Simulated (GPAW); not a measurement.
## How CoBiS3 (model structure) absorbs and reflects light

Aim: the dielectric function of CoBiS3 (model structure), and the optical constants that follow from it. The cell was made here by substitution or stacking, whether or not such a phase is known. It was built so: All O replaced by S in the P4mm structure of CoBiO3. The cell given below was relaxed beforehand with Ansatz.

Calculated with GPAW 26.7.0; DFT, RPBE, plane-wave PAW (GPAW data sets), scalar-relativistic, RPA, optical limit.

Most raw output is cut from this account.

## Step 1: Starting point

The structure is tetragonal, space group P4mm (No. 99). Conventional cell: a = 4.356 Å, b = 4.356 Å, c = 5.662 Å, α = 90.00°, β = 90.00°, γ = 90.00°. Bi has 8 S at 2.78 to 3.27 Å nearest. Co has 5 S at 2.18 to 2.27 Å nearest. S has 2 Co at 2.27 Å and 2 Bi at 2.78 Å nearest. S has 1 Co at 2.18 Å and 4 Bi at 3.27 Å nearest. All O replaced by S in the P4mm structure of CoBiO3. Farther neighbours and most contacts between anions are not listed.

## Step 2: Ground state

First the ground state: is it a metal or has it a gap?

This step: DFT, RPBE, plane-wave PAW (GPAW data sets), scalar-relativistic, ground state (GPAW 26.7.0).

gs.py

```python
from ase import Atoms
from ase.dft.bandgap import bandgap
from gpaw import GPAW, PW, FermiDirac

atoms = Atoms(['Bi', 'Co', 'S', 'S', 'S'],
              cell=[[4.35561281, 0.00000000, 0.00000000],
                    [0.00000000, 4.35561281, 0.00000000],
                    [0.00000000, 0.00000000, 5.66214055]],
              scaled_positions=[[1.00000000, 0.00000000, 0.01325513],
                                [0.50000000, 0.50000000, 0.59203062],
                                [0.00000000, 0.50000000, 0.70802175],
                                [0.50000000, 0.50000000, 0.20717470],
                                [0.50000000, 0.00000000, 0.70802175]],
              pbc=[True, True, True])
atoms.set_initial_magnetic_moments([0.0, 2.0, 0.0, 0.0, 0.0])
atoms.calc = GPAW(mode=PW(400), xc='RPBE', kpts={'size': (5, 5, 4), 'gamma': True},
                  occupations=FermiDirac(0.05), maxiter=150, txt='gs.txt')
print('energy (eV)', atoms.get_potential_energy())
print('Fermi level (eV)', atoms.calc.get_fermi_level())
print('valence electrons', atoms.calc.get_number_of_electrons())
print('gap (eV)', bandgap(atoms.calc, output=None)[0])
print('direct gap (eV)', bandgap(atoms.calc, direct=True, output=None)[0])
print('moments', atoms.get_magnetic_moments().round(3).tolist())
atoms.calc.write('gs.gpw')
```

Launch:

```bash
> OMP_NUM_THREADS=1 python gs.py
```

The job ended after 90 s (1 thread of Arm Neoverse V2, shared host; peak memory 0.2 GiB).

Numbers from this step:

| Property | Result |
| --- | --- |
| energy | -23.60 eV |
| Fermi energy | 5.989 eV |
| electrons | 42 |
| site moments | 0, 0.121, 0.006, 0.011, 0.006 μB |

There are states at the Fermi level within the smearing, so the occupations stay smeared and the carriers get a Drude term.

## Step 3: Bands for the response

The response needs many more empty bands than the density does.

This step: DFT, RPBE, plane-wave PAW (GPAW data sets), scalar-relativistic, bands at fixed density (GPAW 26.7.0).

nscf.py

```python
from ase.dft.bandgap import bandgap
from gpaw import GPAW, FermiDirac

calc = GPAW('gs.gpw').fixed_density(kpts={'size': (8, 8, 6), 'gamma': True}, nbands=46, convergence={'bands': 40},
                                    occupations=FermiDirac(0.05), txt='nscf.txt')
print('gap (eV)', bandgap(calc, output=None)[0])
print('direct gap (eV)', bandgap(calc, direct=True, output=None)[0])
calc.write('full.gpw', mode='all')
```

Launch:

```bash
> OMP_NUM_THREADS=1 python nscf.py
```

Run time: 4.2 min. Hardware: 1 thread; peak memory 0.38 GiB.

## Step 4: Dielectric function, RPA

Transitions between filled and empty bands, summed over the zone, give the optical response, so mesh, band count and broadening shape it.

The induced potential is part of this response.

This step: DFT, RPBE, plane-wave PAW (GPAW data sets), scalar-relativistic, RPA, optical limit (GPAW 26.7.0).

df.py

```python
from gpaw.response.df import DielectricFunction

df = DielectricFunction('full.gpw', frequencies={'type': 'nonlinear', 'domega0': 0.03, 'omega2': 8},
                        ecut=50,
                        eta=0.15,
                        nbands=40,
                        rate=0.2,
                        txt='df.txt')
for direction in ['x', 'z']:
    df.get_dielectric_function(xc='RPA', direction=direction, filename=f'df_{direction}.csv')
```

Launch:

```bash
> OMP_NUM_THREADS=1 python df.py
```

Elapsed: 39 s, on 1 thread; peak memory 0.46 GiB.

Sum at mesh points, not converged in k. Im ε against photon energy; read off at these points:

```
photon energy (eV)  E ∥ x  E ∥ z
             0.750   40.2   23.4
             1.000   19.4   18.8
             1.250   11.3   10.4
             1.500   9.86   6.12
             1.750   9.60   4.65
             2.000   11.0   5.45
             2.250   14.4   7.83
             2.500   16.4   7.17
             2.585   16.6   7.09
             2.750   16.3   7.15
             3.000   15.1   8.31
             3.250   14.0   10.8
             3.302   13.7   10.9
             3.500   12.1   9.72
             3.750   10.5   8.72
             4.000   9.00   7.13
             4.250   8.03   6.58
             4.500   7.21   6.86
             4.750   7.02   5.73
             5.000   5.66   3.49
             5.250   5.12   2.63
             5.500   4.39   2.39
             5.750   3.87   2.42
             6.000   2.94   2.42
             6.250   2.46   2.55
             6.500   2.29   2.77
             6.750   2.29   2.79
             7.000   2.50   3.34
             7.250   2.53   3.10
             7.500   2.70   2.94
             7.750   2.91   3.24
             8.000   3.05   3.23
             8.250   3.05   3.36
             8.500   3.07   3.45
             8.750   3.04   3.75
             9.000   3.10   3.94
             9.250   2.81   4.38
             9.284   2.81   4.40
             9.500   2.98   3.77
             9.750   2.69   3.30
            10.000   2.49   3.09
            10.250   2.42   3.02
            10.500   2.36   2.79
            10.750   2.29   2.49
            11.000   2.24   2.44
            11.250   1.96   2.18
            11.500   2.02   2.06
            11.750   1.91   1.85
            12.000   1.81   1.74
```

Values under 1 per cm are given as 1; sum at mesh points, not converged in k. Table of absorption coefficient by photon energy:

```
photon energy (eV)  E ∥ x (1/cm)  E ∥ z (1/cm)
             1.010         4.0e5         3.3e5
             1.486         2.8e5         2.5e5
             1.985         3.2e5         2.0e5
             2.508         6.1e5         3.5e5
             3.018         8.2e5         4.5e5
             3.510         9.5e5         7.3e5
             3.980         1.0e6         7.8e5
             4.516         1.0e6         8.8e5
             4.981         1.1e6         8.7e5
             5.515         1.1e6         5.8e5
             6.021         1.0e6         5.4e5
             6.494         8.7e5         6.0e5
             6.985         8.0e5         7.2e5
             7.496         8.4e5         7.3e5
             8.026         9.7e5         8.4e5
             8.516         1.1e6         9.3e5
             9.023         1.2e6         1.1e6
             9.483         1.2e6         1.4e6
            10.026         1.2e6         1.3e6
            10.519         1.3e6         1.4e6
            11.029         1.4e6         1.4e6
            11.479         1.3e6         1.3e6
            12.023         1.3e6         1.2e6
```

Sum at mesh points, not converged in k. Table of Im ε, E ∥ x by photon energy; read off at these points:

```
photon energy (eV)  without local fields  with local fields
              1.00                  19.5               19.4
              1.50                  10.0               9.86
              2.00                  11.5               11.0
              2.50                  17.5               16.4
              2.59                  17.6               16.6
              3.00                  16.0               15.1
              3.50                  12.9               12.1
              4.00                  9.41               9.00
              4.50                  7.63               7.21
              5.00                  5.89               5.66
              5.50                  4.61               4.39
              6.00                  3.17               2.94
              6.50                  2.70               2.29
              7.00                  3.09               2.50
              7.50                  3.34               2.70
              8.00                  3.82               3.05
              8.50                  3.98               3.07
              8.89                  4.00               3.13
              9.00                  3.94               3.10
              9.50                  3.81               2.98
             10.00                  3.16               2.49
             10.50                  2.94               2.36
             11.00                  2.59               2.24
             11.50                  2.35               2.02
             12.00                  2.27               1.81
```

The loss function −Im 1/ε at q → 0 has structure finer than the step of the table below, so its rows give means over 0.5 eV, whole bins alone (the curve runs from 0.619 to 12.2 eV). Peaks (eV: height): E ∥ x 6.71: 0.429; E ∥ z 1.56: 0.165, 5.47: 0.420.

Sum at mesh points, not converged in k. Table of loss function −Im 1/ε at q → 0 by energy loss; means over each step:

```
energy loss (eV)   E ∥ x   E ∥ z
             1.0  0.0466  0.0579
             1.5  0.0871   0.141
             2.0  0.0570  0.0864
             2.5  0.0540  0.0898
             3.0  0.0657  0.0800
             3.5  0.0798  0.0988
             4.0  0.0998   0.138
             4.5   0.122   0.147
             5.0   0.139   0.238
             5.5   0.169   0.397
             6.0   0.227   0.349
             6.5   0.374   0.283
             7.0   0.407   0.255
             7.5   0.364   0.270
             8.0   0.327   0.258
             8.5   0.328   0.247
             9.0   0.330   0.234
             9.5   0.342   0.263
            10.0   0.383   0.319
            10.5   0.409   0.351
            11.0   0.427   0.403
            11.5   0.474   0.469
```

Sum at mesh points, not converged in k. The reflectivity at normal incidence by photon energy; read off at these points:

```
photon energy (eV)  E ∥ x (%)  E ∥ z (%)
              1.00       64.3       54.1
              1.50       36.9       31.4
              2.00       38.1       26.6
              2.50       45.8       30.0
              3.00       48.0       32.8
              3.38       49.5       39.4
              3.50       49.2       39.0
              4.00       48.7       37.4
              4.50       44.2       37.5
              4.84       48.5       43.9
              5.00       47.7       40.9
              5.50       46.0       19.7
              6.00       46.2       14.6
              6.50       33.2       15.4
              7.00       22.7       18.1
              7.50       20.7       16.4
              8.00       22.5       18.2
              8.50       23.5       19.2
              9.00       26.3       22.6
              9.50       26.5       29.3
             10.00       27.3       26.6
             10.50       26.6       28.6
             11.00       28.6       27.4
             11.10       29.1       27.7
             11.50       26.4       26.5
             12.00       26.4       23.1
```

Optical constants at common wavelengths, from n + ik = √ε:

```
wavelength (nm)   n x    k x  R (%) x   1/α x   n z    k z  R (%) z  1/α z
           1064  2.18  2.974     54.0   28 nm  2.28  2.846     51.6  30 nm
            633  3.33  1.587     37.4   32 nm  2.64  0.977     25.7  52 nm
            450  3.12  2.618     47.6   14 nm  2.68  1.332     30.0  27 nm
            405  2.78  2.673     48.1   12 nm  2.91  1.533     34.0  21 nm
            365  2.37  2.721     49.5   11 nm  2.54  2.057     39.4  14 nm
            248  1.31  2.165     47.7  9.1 nm  1.03  1.691     40.9  12 nm
            193  0.88  1.362     34.8   11 nm  1.51  0.911     15.3  17 nm
```

A polished face would reflect 36 % of daylight and look grey (CIE x = 0.299, y = 0.324 under D65).

## Step 5: Summary of results

In words: At this level (RPBE, RPA) CoBiS3 is a metal. The mesh is too coarse to trust the carriers' weight, the reflectivity or the colour to better than tens of per cent. A polished face would reflect 36 % of daylight and look grey (CIE x = 0.299, y = 0.324 under D65). The carriers' damping of 0.2 eV is typed, not computed; it shapes the response at the lowest energies. Spin-orbit coupling is left out although heavy atoms are present. The magnetic state comes from one start and need not be the lowest. The curves end at 12 eV, about where the summed bands run out. In this version of GPAW the matrix elements of the optical limit are incomplete, which can lower ε − 1 by up to a tenth where first-row anions or d states rule, and shift it by more in d metals. GPAW's carrier term has the form −ωp²/(ω + i·rate)², which damps like twice the rate and fails at low energy, so the curves leave the lowest energies out. The sum runs over mesh points 0.18 Å⁻¹ apart with no interpolation, so peaks are partly noise of the mesh, and the Drude plasma energy, a sum over the Fermi surface, isn't converged. Besides steps told in other documents, this task had 1 step that the program refused or didn't finish; those not told in a step above aren't shown.

[Machine, clock and banner lines and Python warnings are left out of the logs.]

[Logs are printed without paths, hosts, clocks, repeated set-up lines and the standing remarks that a program may print on its own settings, such as how far it seeks lower states.]

[Hosts, paths, dates, database ids (printed as entryN), source tags and the programs' standing remarks are cut or masked in the printed files.]
